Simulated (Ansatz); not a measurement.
**Is Mo(100) film of 5 layers a stable metal?**

Question: is the lattice of Mo(100) film of 5 layers stable, and if so, what are its coupling constant and resistivity?

Calculated with Ansatz 0.2.0; DFT PBEsol, scalar-relativistic, plane waves, PAW.

Report form: the programs' logs are mostly left out.

## 1. The structure

The cell holds 5 atoms: 5 Mo. Its edges and angles: a = 3.150 Å, b = 3.150 Å, c = 17.300 Å, α = 90.0°, β = 90.0°, γ = 90.0°. It derives from Mo. Vacuum lies along c.

## 2. Rough relaxation

The start is far from rest, so a relaxation with loose thresholds does the first part.

input.yaml

```yaml
crystal:
  lattice:
    - [3.15, 0.0, 0.0]
    - [0.0, 3.15, 0.0]
    - [0.0, 0.0, 17.3]
  atoms:
    - { symbol: Mo, position: [0.0, 0.0, 0.31791908] }
    - { symbol: Mo, position: [0.5, 0.5, 0.40895954] }
    - { symbol: Mo, position: [0.0, 0.0, 0.5] }
    - { symbol: Mo, position: [0.5, 0.5, 0.59104046] }
    - { symbol: Mo, position: [0.0, 0.0, 0.68208092] }
  periodic: [true, true, false]
kpoints:
  mp_grid: { grid: [6, 6, 1] }
hamiltonian:
  xc: pbesol
scf:
  occupations: { method: gaussian, width: 0.1 }
output:
  forces: true
  stress: true
  eigenvalues: true
relax:
  adjacent_minimum: "off"
  f_tol: 0.05
  max_steps: 80
  cell: { stress_2d_tol: 0.02 }
```

Command:

```console
> ansatz run input.yaml --threads 4 --pin off --max-ram 16384MiB --backend cpu --events-out ev --progress --plain --runs-dir out
```

Wall time 28 s (4 threads of Arm Neoverse V1, shared host); peak memory 0.74 GiB; 1.8 min of CPU time.

Step by step:

```
step  energy less that of the first step (eV)  largest force component (eV/Å)  volume (Å³)
   1                                   0.0000                          1.6361       361.18
   2                                  -0.2753                          1.6843       336.66
   3                                  -0.4829                          0.4282       338.73
   4                                  -0.5066                          0.3491       344.73
   5                                  -0.5157                          0.0133       342.90
   6                                  -0.5157                          0.0148       342.13
   7                                  -0.5158                          0.0003       342.57
  8*                                  -0.5151                          0.0005       342.57
```

Relaxation steps marked * repeat the geometry before them on a plane-wave basis chosen anew for their cell, so energy and pressure can jump there. Relaxation step 6 was tried and not accepted.

Forces are held to the 16 operations that the run works with; a distortion that breaks them can't arise in this run.

```csv
cell as run,before,after,change
a (Å),3.150,3.068,-2.6 %
b (Å),3.150,3.068,-2.6 %
```

The atoms that moved most (Å, along periodic axes as changes of fractional coordinates times the final cell, across vacuum about the mean position):

```csv
atom,dx,dy,dz,length
Mo1,0.000,0.000,0.102,0.102
Mo5,0.000,0.000,-0.102,0.102
Mo4,0.000,0.000,0.038,0.038
Mo2,0.000,0.000,-0.038,0.038
```

Final coordinates:

```xyz
5
Lattice="3.0678 0.0000 0.0000 0.0000 3.0678 0.0000 0.0000 0.0000 36.4000" Properties=species:S:1:pos:R:3
Mo    0.0000    0.0000    5.6017
Mo    1.5339    1.5339    7.0367
Mo    0.0000    0.0000    8.6500
Mo    1.5339    1.5339   10.2633
Mo    0.0000    0.0000   11.6983
```

Numbers from this step:

```
metallic on mesh  : yes
gap on the k-mesh : 0 eV
```

The relaxation ends with a largest force component of 4.7e-4 eV/Å.

## 3. Relaxation

Lattice constant and positions set the bands and the force constants, so the cell is relaxed first.

input.yaml

```yaml
crystal:
  lattice:
    - [3.0677796425, 0.0, 0.0]
    - [0.0, 3.0677796425, 0.0]
    - [0.0, 0.0, 36.399999664]
  atoms:
    - { symbol: Mo, position: [0.0, 0.0, 0.1538915305] }
    - { symbol: Mo, position: [0.5, 0.5, 0.1933172797] }
    - { symbol: Mo, position: [0.0, 0.0, 0.2376373648] }
    - { symbol: Mo, position: [0.5, 0.5, 0.2819574499] }
    - { symbol: Mo, position: [0.0, 0.0, 0.3213831991] }
  periodic: [true, true, false]
kpoints:
  mp_grid: { grid: [8, 8, 1] }
hamiltonian:
  xc: pbesol
scf:
  occupations: { method: gaussian, width: 0.1 }
output:
  forces: true
  stress: true
  eigenvalues: true
  write_density: true
  write_potential: true
  elf: true
  volumetric_format: npy
relax:
  adjacent_minimum: "off"
  f_tol: 0.005
  max_steps: 80
  cell: { stress_2d_tol: 0.02 }
```

It took 30 s on 4 threads; peak memory 0.79 GiB; 1.9 min of CPU time.

Step by step:

```csv
step,energy less that of the first step (eV),largest force component (eV/Å),volume (Å³)
1,0.0000,0.0555,342.57
2,-0.0001,0.0430,340.20
3,-0.0008,0.0121,341.36
4,-0.0008,0.0074,341.53
5,-0.0009,0.0001,341.40
6,-0.0008,0.0001,341.40
```

The log counts 1 steps on a newly chosen plane-wave basis, not all of them marked here; energy and pressure can jump at such steps.

| cell as run | before | after | change |
| --- | --- | --- | --- |
| a (Å) | 3.068 | 3.063 | -0.2 % |
| b (Å) | 3.068 | 3.063 | -0.2 % |

Final coordinates:

```xyz
5
Lattice="3.0625 0.0000 0.0000 0.0000 3.0625 0.0000 0.0000 0.0000 36.4000" Properties=species:S:1:pos:R:3
Mo    0.0000    0.0000    5.5937
Mo    1.5313    1.5313    7.0371
Mo    0.0000    0.0000    8.6500
Mo    1.5313    1.5313   10.2629
Mo    0.0000    0.0000   11.7063
```

Valence density in the ca plane at fractional y = 0.000, with atoms of Mo within 0.2 Å of it. It is the smooth field of the valence electrons, not physical close to the nuclei.

Ten even steps from '0' (0.0 e/Å³) to '9' (6.5 e/Å³), each cell a mean:
```
00000000000159951000389720001698400000000000
00000000000024420000134210000243100000000000
00000000000000000000000000000000000000000000
00000000000000000000000000000000000000000000
00000000000000000000000000000000000000000000
00000000000001110000011100000111000000000000
00000000000037731000257510001476300000000000
00000000000169961000399830002799500000000000
```
Columns run along c (16.0 Å, from fractional 0.02 to 0.46 of the cell), rows up along a (3.1 Å). Atoms in or near the plane, at fractional coordinates: Mo at (0.15, 0.00), Mo at (0.24, 0.00), Mo at (0.32, 0.00).

ELF in the ca plane at fractional y = 0.000, with atoms of Mo within 0.2 Å of it. It is the smooth field of the valence electrons, not physical close to the nuclei.

Values, 5 rows by 16 columns, each cell a mean:
```
0.00 0.01 0.03 0.07 0.54 0.57 0.33 0.48 0.60 0.32 0.46 0.64 0.14 0.04 0.01 0.00
0.00 0.01 0.06 0.16 0.26 0.32 0.41 0.31 0.29 0.40 0.34 0.29 0.18 0.09 0.02 0.00
0.00 0.01 0.07 0.23 0.29 0.36 0.38 0.38 0.34 0.38 0.40 0.29 0.27 0.12 0.02 0.00
0.00 0.01 0.05 0.12 0.34 0.39 0.41 0.34 0.38 0.39 0.36 0.42 0.15 0.07 0.01 0.00
0.00 0.01 0.02 0.06 0.55 0.56 0.29 0.50 0.58 0.29 0.48 0.61 0.14 0.03 0.01 0.00
```
Columns run along c (16.0 Å, from fractional 0.02 to 0.46 of the cell), rows up along a (3.1 Å). Atoms in or near the plane, at fractional coordinates: Mo at (0.15, 0.00), Mo at (0.24, 0.00), Mo at (0.32, 0.00).

Electrostatic potential energy in the ca plane at fractional y = 0.000, with atoms of Mo within 0.2 Å of it. With pseudopotentials it is smooth inside the atoms' cores, unlike the true potential.

Values in eV, 5 rows by 16 columns, each cell a mean:
```
  0   0   0  -4 -44 -55  -6 -40 -58  -7 -36 -61  -9  -1   0   0
  0   0   0  -2 -12 -14  -4 -11 -16  -4 -10 -16  -3   0   0   0
  0   0   0  -1  -4  -5  -4  -4  -5  -4  -4  -5  -2   0   0   0
  0   0   0  -2 -20 -25  -4 -18 -27  -5 -16 -29  -5  -1   0   0
  0   0   0  -4 -52 -63  -7 -47 -67  -8 -43 -69 -10  -1   0   0
```
Columns run along c (16.0 Å, from fractional 0.02 to 0.46 of the cell; values clipped at the 3rd and 97th percentile), rows up along a (3.1 Å). Atoms in or near the plane, at fractional coordinates: Mo at (0.15, 0.00), Mo at (0.24, 0.00), Mo at (0.32, 0.00).

## 4. Tight relaxation

No force is left; the cell is relaxed once more with another smearing and tight thresholds.

input.yaml, the sections that differ from step 3:

```yaml
crystal:
  lattice:
    - [3.0625346891, 0.0, 0.0]
    - [0.0, 3.0625346891, 0.0]
    - [0.0, 0.0, 36.399999664]
  atoms:
    - { symbol: Mo, position: [0.0, 0.0, 0.1536733905] }
    - { symbol: Mo, position: [0.5, 0.5, 0.1933276] }
    - { symbol: Mo, position: [0.0, 0.0, 0.2376373648] }
    - { symbol: Mo, position: [0.5, 0.5, 0.2819471296] }
    - { symbol: Mo, position: [0.0, 0.0, 0.3216013391] }
  periodic: [true, true, false]
kpoints:
  mp_grid: { grid: [10, 10, 1] }
scf:
  occupations: { method: methfessel_paxton, width: 0.2 }
relax:
  adjacent_minimum: "off"
  f_tol: 0.001
  max_steps: 60
  cell: { stress_2d_tol: 0.002 }
# hamiltonian, output: as in step 3
```

Wall time 43 s (4 threads); peak memory 0.85 GiB.

Relaxation path:

```
step  energy less that of the first step (eV)  largest force component (eV/Å)  volume (Å³)
   1                                   0.0000                          0.0680       341.40
   2                                   0.0015                          0.1488       343.65
   3                                  -0.0006                          0.0030       342.37
   4                                  -0.0006                          0.0026       342.43
   5                                  -0.0006                          0.0001       342.46
   6                                  -0.0007                          0.0001       342.46
```

The log counts 1 steps on a newly chosen plane-wave basis, not all of them marked here; energy and pressure can jump at such steps. Relaxation step 2 was tried and not accepted.

| cell as run | before | after | change |
| --- | --- | --- | --- |
| a (Å) | 3.063 | 3.067 | +0.2 % |
| b (Å) | 3.063 | 3.067 | +0.2 % |

ELF in the ca plane at fractional y = 0.000, with atoms of Mo within 0.2 Å of it. It is the smooth field of the valence electrons, not physical close to the nuclei.

Ten even steps from '0' (0.00) to '9' (0.72), each cell a mean:
```
00000000001598894443798962535989931000000000
00000000111378864553478744654688621100000000
00000001122223335555322345554333222211000000
00000001234444455545654565456544443321000000
00000001223333345555533355555433333221000000
00000000111245544664345434654455421110000000
00000000001499984553699953544899831000000000
00000000001596694342785962435967940000000000
```
Columns run along c (16.0 Å, from fractional 0.02 to 0.46 of the cell), rows up along a (3.1 Å). Atoms in or near the plane, at fractional coordinates: Mo at (0.15, 0.00), Mo at (0.24, 0.00), Mo at (0.32, 0.00).

Electrostatic potential energy in the ca plane at fractional y = 0.000, with atoms of Mo within 0.2 Å of it. With pseudopotentials it is smooth inside the atoms' cores, unlike the true potential.

Values in eV, 5 rows by 16 columns, each cell a mean:
```
  0   0   0  -4 -44 -55  -6 -40 -58  -7 -37 -60  -9  -1   0   0
  0   0   0  -2 -11 -14  -4 -11 -16  -4 -10 -16  -3   0   0   0
  0   0   0  -1  -4  -5  -4  -4  -5  -4  -4  -5  -2   0   0   0
  0   0   0  -2 -20 -25  -4 -18 -27  -5 -16 -28  -4  -1   0   0
  0   0   0  -4 -51 -64  -7 -47 -67  -8 -43 -69 -10  -1   0   0
```
Columns run along c (16.0 Å, from fractional 0.02 to 0.46 of the cell; values clipped at the 3rd and 97th percentile), rows up along a (3.1 Å). Atoms in or near the plane, at fractional coordinates: Mo at (0.15, 0.00), Mo at (0.24, 0.00), Mo at (0.32, 0.00).

Valence density in the ca plane at fractional y = 0.000, with atoms of Mo within 0.2 Å of it. It is the smooth field of the valence electrons, not physical close to the nuclei.

Values in e/Å³, 5 rows by 16 columns, each cell a mean:
```
0.0 0.0 0.0 0.1 2.6 3.6 0.4 2.3 3.8 0.4 2.1 4.0 0.2 0.0 0.0 0.0
0.0 0.0 0.0 0.0 0.4 0.6 0.3 0.5 0.6 0.3 0.5 0.6 0.1 0.0 0.0 0.0
0.0 0.0 0.0 0.0 0.2 0.3 0.3 0.3 0.3 0.3 0.3 0.2 0.1 0.0 0.0 0.0
0.0 0.0 0.0 0.0 0.8 1.2 0.3 0.8 1.3 0.3 0.8 1.3 0.1 0.0 0.0 0.0
0.0 0.0 0.0 0.1 3.2 4.4 0.4 2.9 4.6 0.4 2.7 4.9 0.2 0.0 0.0 0.0
```
Columns run along c (16.0 Å, from fractional 0.02 to 0.46 of the cell), rows up along a (3.1 Å). Atoms in or near the plane, at fractional coordinates: Mo at (0.15, 0.00), Mo at (0.24, 0.00), Mo at (0.32, 0.00).

## 5. Phonons: q 2×2×1, k 6×6×1

Before any scattering is computed, the phonons show whether the structure is a minimum.

input.yaml

```yaml
crystal:
  lattice:
    - [3.0673074507, 0.0, 0.0]
    - [0.0, 3.0673074507, 0.0]
    - [0.0, 0.0, 36.399999664]
  atoms:
    - { symbol: Mo, position: [0.0, 0.0, 0.153885501] }
    - { symbol: Mo, position: [0.5, 0.5, 0.1934849484] }
    - { symbol: Mo, position: [0.0, 0.0, 0.2376373648] }
    - { symbol: Mo, position: [0.5, 0.5, 0.2817897812] }
    - { symbol: Mo, position: [0.0, 0.0, 0.3213892286] }
  periodic: [true, true, false]
kpoints:
  mp_grid: { grid: [6, 6, 1] }
hamiltonian:
  xc: pbesol
scf:
  occupations: { method: methfessel_paxton, width: 0.2 }
output:
  eigenvalues: true
phonons:
  method: dfpt
  qmesh: [2, 2, 1]
  temperatures: { t_max: 1000, t_step: 50 }
  qpath:
    path: [[0.0, 0.0, 0.0], [0.0, 0.5, 0.0], [0.5, 0.5, 0.0], [0.0, 0.0, 0.0]]
    npoints: 10
```

Run time: 6 min. Hardware: 4 threads; peak memory 1.4 GiB.

This step gave:

| Quantity | Value |
| --- | --- |
| share of imaginary modes in the plain interpolation between solved wavevectors | 0.2334 |
| highest frequency, solved or plainly interpolated | 280.4 cm⁻¹ |

Solved on the 2×2×1 mesh alone; all other wavevectors are interpolated. The phonon branches at the labelled points (cm⁻¹):

```
  point  branch 1  branch 2  branch 3  branch 4  branch 12  branch 13  branch 14  branch 15
      Γ         0         0         0        69        214        214        222        246
halfway       -50       -43       -34       -31        201        213        247        252
      X       -95       -92       -85       -84        184        251        264        280
halfway      -117      -113      -110      -104        202        241        252        261
      M      -137      -137      -123      -123        238        238        243        243
halfway       -87       -82       -79       -77        209        235        235        240
      Γ         0         0         0        69        214        214        222        246
```

Lowest modes at the softest wavevector of the mesh. Modes at q = (0.500, 0.500, 0.000) (negative means imaginary):

| mode | frequency (cm⁻¹) |
| --- | --- |
| 1 | -137.4 |
| 2 | -137.4 |
| 3 | -123.2 |
| 4 | -123.2 |
| 5 | 169.2 |
| 6 | 170.9 |

Displacements in mode 1 (-137.4 cm⁻¹), the largest set to 1, in the home cell:
```
Mo1 -0.20 -1.00  0.00
Mo2 -0.06 -0.01  0.00
Mo3  0.00  0.00  0.00
Mo4  0.06  0.01  0.00
Mo5  0.20  1.00  0.00
```

Displacements in mode 5 (169.2 cm⁻¹), the largest set to 1, in the home cell:
```
Mo1  0.00  0.00  1.00
Mo2  0.00  0.00  0.00
Mo3  0.00  0.00  0.00
Mo4  0.00  0.00  0.00
Mo5  0.00  0.00 -1.00
```

Among the solved wavevectors the lowest mode, translations apart, is -137 cm⁻¹, imaginary.

## 6. Phonons: q 2×2×1, k 8×8×1

An imaginary mode on so few k-points may come from the sampling, so the phonons are repeated with another k mesh.

Changes to input.yaml since step 5:

```diff
@@ -13,3 +13,3 @@
 kpoints:
-  mp_grid: { grid: [6, 6, 1] }
+  mp_grid: { grid: [8, 8, 1] }
 hamiltonian:
```

The mesh is denser.

Wall time 8.4 min (4 threads); peak memory 1.6 GiB; 32 min of CPU time.

Numbers from this step:

* share of imaginary modes in the plain interpolation between solved wavevectors: 0.0842
* highest frequency, solved or plainly interpolated: 284.5 cm⁻¹

Solved on the 2×2×1 mesh alone; all other wavevectors are interpolated. Phonon branches along the path, in cm⁻¹:

```
  point  branch 1  branch 2  branch 3  branch 4  branch 12  branch 13  branch 14  branch 15
      Γ         0         0         0        33        188        188        216        263
halfway        30        40        51        64        188        210        248        252
      X       -43        35        57        85        184        254        273        284
halfway       -71       -31        23        39        209        247        264        265
      M       -90       -90       -56       -56        241        241        258        258
halfway        22        27        43        43        211        233        239        240
      Γ         0         0         0        33        188        188        216        263
```

Lowest modes at the softest wavevector of the mesh. Modes at q = (0.500, 0.500, 0.000) (negative means imaginary):

| mode | frequency (cm⁻¹) |
| --- | --- |
| 1 | -90.3 |
| 2 | -90.3 |
| 3 | -56.4 |
| 4 | -56.4 |
| 5 | 168.5 |
| 6 | 180.9 |

Displacements in mode 1 (-90.3 cm⁻¹), the largest set to 1, in the home cell:
```
Mo1  0.00 -1.00  0.00
Mo2 -0.09  0.00  0.00
Mo3  0.00  0.00  0.00
Mo4  0.09  0.00  0.00
Mo5  0.00  1.00  0.00
```

Displacements in mode 4 (-56.4 cm⁻¹), the largest set to 1, in the home cell:
```
Mo1 0.00 1.00 0.00
Mo2 0.12 0.00 0.00
Mo3 0.00 0.18 0.00
Mo4 0.12 0.00 0.00
Mo5 0.00 1.00 0.00
```

The modes has structure finer than the step of the table below, so its rows give means over 10 cm⁻¹, whole bins alone (the curve runs from -99.4 to 302 cm⁻¹). Peaks (cm⁻¹: height): 29.5: 0.0681, 47.2: 0.0689, 183.7: 0.224, 249.4: 0.0876.

Phonopy on the run's constants, 19x19x1 mesh, Gaussian sigma 2.9 cm⁻¹. Table of modes by wavenumber; means over each step:

| wavenumber (cm⁻¹) | modes (1/cm⁻¹/cell) |
| --- | --- |
| -90 | 0.00573 |
| -80 | 0.0106 |
| -70 | 0.0122 |
| -60 | 0.0127 |
| -50 | 0.0249 |
| -40 | 0.0230 |
| -30 | 0.0163 |
| -20 | 0.00994 |
| -10 | 0.00798 |
| 0 | 0.00601 |
| 10 | 0.0121 |
| 20 | 0.0274 |
| 30 | 0.0595 |
| 40 | 0.0396 |
| 50 | 0.0626 |
| 60 | 0.0362 |
| 70 | 0.0310 |
| 80 | 0.0230 |
| 90 | 0.0114 |
| 100 | 0.0123 |
| 110 | 0.0153 |
| 120 | 0.0211 |
| 130 | 0.0289 |
| 140 | 0.0457 |
| 150 | 0.0544 |
| 160 | 0.0739 |
| 170 | 0.106 |
| 180 | 0.164 |
| 190 | 0.139 |
| 200 | 0.0489 |
| 210 | 0.0349 |
| 220 | 0.0423 |
| 230 | 0.0400 |
| 240 | 0.0526 |
| 250 | 0.0828 |
| 260 | 0.0623 |
| 270 | 0.0301 |
| 280 | 0.0117 |
| 290 | 0.00125 |

No LO-TO term; unit eigenvectors of the mass-weighted matrix. Modes at Γ:

```
mode  frequency (cm⁻¹)  symmetry
   1               0.0   unnamed
   2               0.0   unnamed
   3               0.0   unnamed
   4              32.6        Eu
   5              32.6        Eu
   6              67.0        Eg
   7              67.0        Eg
   8             137.7       A1g
   9             169.6        Eg
  10             169.6        Eg
  11             179.3       A2u
  12             188.5        Eu
  13             188.5        Eu
  14             216.2       A2u
  15             262.8       A1g
```

Displacements in mode 4 (32.6 cm⁻¹), the largest set to 1:
```
Mo1  0.07  1.00  0.00
Mo2 -0.05 -0.79  0.00
Mo3 -0.03 -0.43  0.00
Mo4 -0.05 -0.79  0.00
Mo5  0.07  1.00  0.00
```

Displacements in mode 12 (188.5 cm⁻¹), the largest set to 1:
```
Mo1 -0.02 -0.10  0.00
Mo2 -0.10 -0.40  0.00
Mo3  0.24  1.00  0.00
Mo4 -0.10 -0.40  0.00
Mo5 -0.02 -0.10  0.00
```

Among the solved wavevectors the lowest mode, translations apart, is -90.3 cm⁻¹, imaginary.

## 7. Summary of results

| Property | Result |
| --- | --- |
| phonon run of the rows without a label of their own | PBEsol, q 2×2×1, k 8×8×1 |
| softest mode on the q mesh | -90.3 cm⁻¹ at q = (0.5, 0.5, 0) |
| highest frequency, solved or plainly interpolated | 284 cm⁻¹ |

**Reading.** The lattice is dynamically unstable at this level: a mode at q = (0.5, 0.5, 0) is imaginary, 90.3i cm⁻¹, so no harmonic coupling constant or resistivity is defined for this structure. These meshes are coarse, and single modes of a metal can move by tens of cm⁻¹ with the k mesh. The structure was built by hand as an ordered model, and its stability against other phases was not tested.

[Logs are printed without paths, hosts, clocks, repeated set-up lines and the standing remarks that a program may print on its own settings, such as how far it seeks lower states.]

[Hosts, paths, dates, database ids (printed as entryN), source tags and the programs' standing remarks are cut or masked in the printed files.]
